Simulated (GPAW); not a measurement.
## How the form of the self-energy moves the gap of FeAs2 (Lollingite)

How much does the gap of FeAs2 (Lollingite) depend on the approximation to the self-energy?

Main program and level: GPAW 26.7.0; LDA and many-body steps on it, plane waves.

**The experiments to reproduce.**

- Gap 0.2 eV: transport gap from activated resistivity above 200 K, current along a; electrical resistivity, Arrhenius fit; bulk crystal (single crystal grown by chemical vapor transport) (“Huge Thermoelectric Power Factor: FeSb2 versus FeAs2 and RuSb2”, 2009, arxiv:0910.0784).

### 1. The starting structure

Symmetry: Pnnm, No. 58, orthorhombic system. Conventional cell: a = 5.301 Å, b = 5.986 Å, c = 2.882 Å, α = 90.00°, β = 90.00°, γ = 90.00°. Fe has 6 As at 2.36 to 2.39 Å nearest. As has 3 Fe at 2.36 to 2.39 Å and 1 As at 2.49 Å nearest. Farther neighbours are not listed.

As a file:

```cif
data_structure
_symmetry_space_group_name_H-M 'P 1'
_symmetry_Int_Tables_number 1
_cell_length_a 5.3012
_cell_length_b 5.9858
_cell_length_c 2.8822
_cell_angle_alpha 90.000
_cell_angle_beta 90.000
_cell_angle_gamma 90.000
_cell_volume 91.46
loop_
_atom_site_label
_atom_site_type_symbol
_atom_site_fract_x
_atom_site_fract_y
_atom_site_fract_z
_atom_site_occupancy
Fe1 Fe 0.00000 0.00000 0.00000 1
Fe2 Fe 0.50000 0.50000 0.50000 1
As3 As 0.17630 0.36240 0.00000 1
As4 As 0.82370 0.63760 0.00000 1
As5 As 0.67630 0.13760 0.50000 1
As6 As 0.32370 0.86240 0.50000 1
```

The cell and positions come from the Crystallography Open Database and are kept as given unless a step says otherwise.

### 2. Empty states on the mesh, 4×4×6 mesh, 317 bands

This step: GPAW 26.7.0; DFT, LDA, plane waves, PAW.

The sums over transitions need many empty states on a uniform mesh; this step solves for them.

run.py

```python
import json
import numpy as np
from gpaw.mpi import world
from gpaw import GPAW

calc = GPAW('gs.gpw').fixed_density(kpts={'size': (4, 4, 6), 'gamma': True},
    parallel={'domain': 1, 'band': 1},
    txt='nscf.txt')
calc.diagonalize_full_hamiltonian(nbands=317)
calc.write('full.gpw', mode='all')
res = {}
kpts = calc.get_ibz_k_points()
res['kpts'] = kpts
res['eigenvalues'] = [calc.get_eigenvalues(kpt=k) for k in range(len(kpts))]
res['n_electrons'] = calc.get_number_of_electrons()

if world.rank == 0:
    with open('result.json', 'w') as f:
        json.dump(res, f, default=lambda x: x.tolist())
```

On the command line:

```sh
$ mpirun -n 4 gpaw python run.py
```

Numbers of over 12 decimals in the logs are rounded to 6 here.

Log:

```text
Diagonalizing LCAO Hamiltonian
Converting LCAO to pw mode
convergence criteria:
- Maximum integral of absolute [eigenst]ate change: 4e-08 eV^2 / valence electron
maximum number of iterations: 100

SCF iterations
|iter     |     time |      energy | eigst |  dens |
|iter:   1|  |             | +0.91 |       |
|iter:   2|  |             | -1.45 |       |
|iter:   3|  |             | -2.23 |       |
[...]
|iter:  19|  |             | -7.21 |       |
|iter:  20|  |             | -7.35 |       |
|iter:  21|  |             | -7.41c|       |
SCF steps: 21
  __  _  _
 | _ |_)|_||  |
 |__||  | ||/\| - 26.7.0

Input parameters:
  mode=PW(ecut=600.0),
  convergence={'density': 1e-06, 'bands': -3},
  gpts=array([30, 35, 18]),
  kpts=MonkhorstPack(size=(4, 4, 6), gamma=True),
  maxiter=100,
  nbands=27,
  occupations=Occupations(name='fermi-dirac', width=0.001, fixmagmom=False),
  parallel={'domain': 1, 'band': 1},
  xc=XC(name='LDA')
Matrix size: 3076x3076
# Writing to full.gpw (mode='all')
  [... matrices ...]

timing:  # [seconds]
  Total: 255.247  # ━━━━━━━━━━━━━━━━━━━━━━━━━━━━━━━━━━━━━━━━━━━━━━━━━━━━━━━━━
```

Wall time 4.7 min (4 MPI ranks of Arm Neoverse V2, shared host); peak memory 4.3 GiB; 19 min of CPU time.

This step gave:

```
gap                                                           : 0.2474 eV
k of the valence top                                          : 0, 0.5, 0.1667
k of the conduction bottom                                    : 0, 0, 0.3333
least direct gap                                              : 0.4546 eV
k points computed                                             : 40
lowest point of the top converged band, above the valence top : 112.9689 eV
```

On this mesh the gap is 0.247 eV.

### 3. G0W0, Godby-Needs plasmon pole

Now the one-shot GW correction: screening in the RPA, then the self-energy of the levels asked for.

This step: G0W0 on LDA, plane waves, PAW.

run.py

```python
import json
import numpy as np
from gpaw.mpi import world
from gpaw.response.g0w0 import G0W0

gw = G0W0('full.gpw',
    filename='gw',
    kpts=[0, 2, 6, 9],
    bands=(16, 20),
    ecut=78,
    nbands=143,
    integrate_gamma='WS',
    ppa=True)
gw.calculate()
res = {mode: {k: v for k, v in r.items() if k != 'sigma_eskwn'}
       for mode, r in gw.all_results.items()}

if world.rank == 0:
    with open('result.json', 'w') as f:
        json.dump(res, f, default=lambda x: x.tolist())
```

On the command line:

```sh
$ mpirun -n 4 gpaw python run.py
```

Log:

```text
Using integrator: PointIntegrator
FrequencyGridDescriptor(from 0.000+0.000j to 0.000+27.211j eV, 2 points)
Nonperiodic BCs:  [False False False]
Using integrator: PointIntegrator
FrequencyGridDescriptor(from 0.000+0.000j to 0.000+27.211j eV, 2 points)
Nonperiodic BCs:  [False False False]
  ___  _ _ _
 |   || | | |
 | | || | | |
 |__ ||_____|
 |___|

BZ k-points: Symmetries present (total): 4

  [... matrices ...]
96 k-points: 4 x 4 x 6 Monkhorst-Pack grid + [1/8,1/8,1/12]
40 k-points in the irreducible part of the Brillouin zone
       k-points in crystal coordinates                weights
   0:     0.00000000    0.00000000    0.00000000          1/96
   1:     0.00000000    0.00000000    0.16666667          2/96
   2:     0.00000000    0.00000000    0.33333333          2/96
   3:     0.00000000    0.00000000    0.50000000          1/96
   4:     0.00000000    0.25000000    0.00000000          2/96
   5:     0.00000000    0.25000000    0.16666667          4/96
   6:     0.00000000    0.25000000    0.33333333          4/96
   7:     0.00000000    0.25000000    0.50000000          2/96
   8:     0.00000000    0.50000000    0.00000000          1/96
   9:     0.00000000    0.50000000    0.16666667          2/96
          ...
  39:     0.50000000    0.50000000    0.50000000          1/96

Distributing spins, k-points and bands (1 x 4 x 4) over 4 processes
Number of blocks: 1

Quasi particle states:
k-points (IBZ indices): [0, 2, 6, 9]
Band range: (16, 20)
  [... matrices ...]
Computational parameters:
Plane wave cut-off: 78 eV
Number of bands: 143
Coulomb cutoff: None
Broadening: 0.1 eV

fxc modes: GW
Kernel: RPA
Using Godby-Needs plasmon-pole approximation:
  Fitting energy: i*E0, E0 = 1.000 Hartree
Summing all q:

Calculating screened Coulomb potential
No Coulomb truncation
FrequencyGridDescriptor(from 0.000+0.000j to 0.000+27.211j eV, 2 points)
Removing empty qpoint cache files...

Calculating chi0 body with:
    Ground state adapter containing:
    Number of spins: 1
    Number of kpoints: 96
    Number of irreducible kpoints: 40
    Number of completely occupied states: 18
    Number of partially occupied states: 18
    Occupied states memory: 5.191040 M / cpu

    Linear response parametrization:
    q_c: [0.0, 0.0, 1.3877787807814457e-17]
    Number of frequency points: 2
    Planewave cutoff: 78.0
    Number of bands: 143
    Number of planewaves: 143
    Broadening (eta): 1e-06
    comm.size: 4
    kncomm.size: 4
    blockcomm.size: 1

    Memory estimate of potentially large arrays:
        chi0_wGG: 0.624054 M / cpu
Integrating chi0 body.

Symmetries of q_c:
    Direct symmetries (Uq -> q): 4
    Indirect symmetries (TUq -> q): 0
In total 4 allowed symmetries.

  [... matrices ...]
40 groups of equivalent kpoints. 58.333333% reduction.

Integral kind: response function
Integrating chi0 head and wings.

Symmetries of q_c:
    Direct symmetries (Uq -> q): 4
    Indirect symmetries (TUq -> q): 0
In total 4 allowed symmetries.

  [... matrices ...]
40 groups of equivalent kpoints. 58.333333% reduction.

Integral kind: response function wings

Calculating chi0 body with:
    Ground state adapter containing:
    Number of spins: 1
    Number of kpoints: 96
    Number of irreducible kpoints: 40
    Number of completely occupied states: 18
    Number of partially occupied states: 18
[... the further q-points ...]

Results:
f:      Occupation numbers
eps:     KS-eigenvalues [eV]
vxc:     KS vxc [eV]
exx:     Exact exchange [eV]
sigma:   Self-energies [eV]
dsigma:  Self-energy derivatives
Z:       Renormalization factors
qp:      QP-energies [eV]

k-point 0 (0): (0.000, 0.000, 0.000)                GW
band       f     eps     vxc     exx   sigma  dsigma       Z      qp
                                                                   GW
  16   1.000   8.473 -30.248 -34.981   5.726  -0.478   0.677   9.145
  17   1.000   8.558 -30.556 -35.289   5.741  -0.480   0.676   9.239
  18   0.000  10.237 -30.031 -26.164  -2.495  -0.420   0.704  11.203
  19   0.000  11.101 -15.395 -11.028  -3.553  -0.264   0.791  11.746

k-point 1 (2): (0.000, 0.000, 0.333)                GW
band       f     eps     vxc     exx   sigma  dsigma       Z      qp
                                                                   GW
  16   1.000   7.975 -28.373 -32.809   5.401  -0.466   0.682   8.633
  17   1.000   8.299 -28.856 -30.738   3.007  -0.444   0.693   9.078
[...]
k-point 2 (6): (0.000, 0.250, 0.333)                GW
band       f     eps     vxc     exx   sigma  dsigma       Z      qp
                                                                   GW
[...]
k-point 3 (9): (0.000, 0.500, 0.167)                GW
band       f     eps     vxc     exx   sigma  dsigma       Z      qp
                                                                   GW
[...]
17   1.000   8.628 -26.784 -30.013   4.089  -0.417   0.706   9.235
  18   0.000   9.959 -23.405 -19.983  -2.413  -0.359   0.736  10.701
  19   0.000   9.959 -23.405 -19.983  -2.413  -0.359   0.736  10.701
```

Wall time 8.7 min (4 MPI ranks); peak memory 2.4 GiB.

Numbers from this step:

```
G0W0 gap on the mesh                         : 0.5607 eV
least direct G0W0 gap on the computed points : 0.7083 eV
Z at the valence top                         : 0.6759
Z at the conduction bottom                   : 0.6897
starting gap on the mesh                     : 0.2474 eV
k of the valence top                         : 0, 0, 0
k of the conduction bottom                   : 0, 0, 0.3333
```

The gap on the mesh goes from 0.25 eV to 0.56 eV, a correction of +0.31 eV.

### 4. One-shot HSE06

This step: one-shot HSE06 levels on LDA orbitals, plane waves, PAW.

run.py

```python
import json
import numpy as np
from gpaw.mpi import world
from gpaw.hybrids.eigenvalues import non_self_consistent_eigenvalues

dft, vxc, vxc_hyb = non_self_consistent_eigenvalues('full.gpw', 'HSE06', 16, 20, kpt_indices=[0, 2, 6, 9])
res = {'dft': dft[0], 'hybrid': (dft - vxc + vxc_hyb)[0]}
if world.rank == 0:
    with open('hybrid.txt', 'w') as f:
        for k, e0, e1 in zip([0, 2, 6, 9], res['dft'], res['hybrid']):
            print(k, ' '.join(f'{x:9.4f}' for x in e0), '|', ' '.join(f'{x:9.4f}' for x in e1), file=f)

if world.rank == 0:
    with open('result.json', 'w') as f:
        json.dump(res, f, default=lambda x: x.tolist())
```

On the command line:

```sh
$ mpirun -n 4 gpaw python run.py
```

Log:

```text
IBZ(<points: 40, symmetries: 4>)
Occupied bands: 18
Transforming wave functions from IBZ to BZ: 0.039 seconds
Distributing wave functions and iFFT-ing to real space: 0.432 seconds
Calculating eigenvalues:
  k-points: 4
  Bands: 16-19 (inclusive)
  Seconds: 4.464 (wave-function broadcasting: 0.019 seconds)
HSE06-eigenvalue shifts:
  min: -0.937 eV
  ave: -0.062 eV
  max: 0.698 eV
```

The job ended after 7.5 s (4 MPI ranks; peak memory 1.8 GiB; 30 s of CPU time).

This step gave:

```yaml
starting_gap_on_the_mesh: 0.2474 eV
hybrid_gap_on_the_mesh: 1.310 eV
least_direct_hybrid_gap_on_the_computed_points: 1.310 eV
```

[end of part 1 of 2]

[Paths, hosts, dates, memory and timing lines, banners, echoed tables and standing remarks are left out of the program output.]

[Logs are printed without paths, hosts, clocks, repeated set-up lines and the standing remarks that a program may print on its own settings, such as how far it seeks lower states.]

[Runs of the session that timed out or met a known fault of the program may be left out.]

[Hosts, paths, dates, database ids (printed as entryN), source tags and the programs' standing remarks are cut or masked in the printed files.]
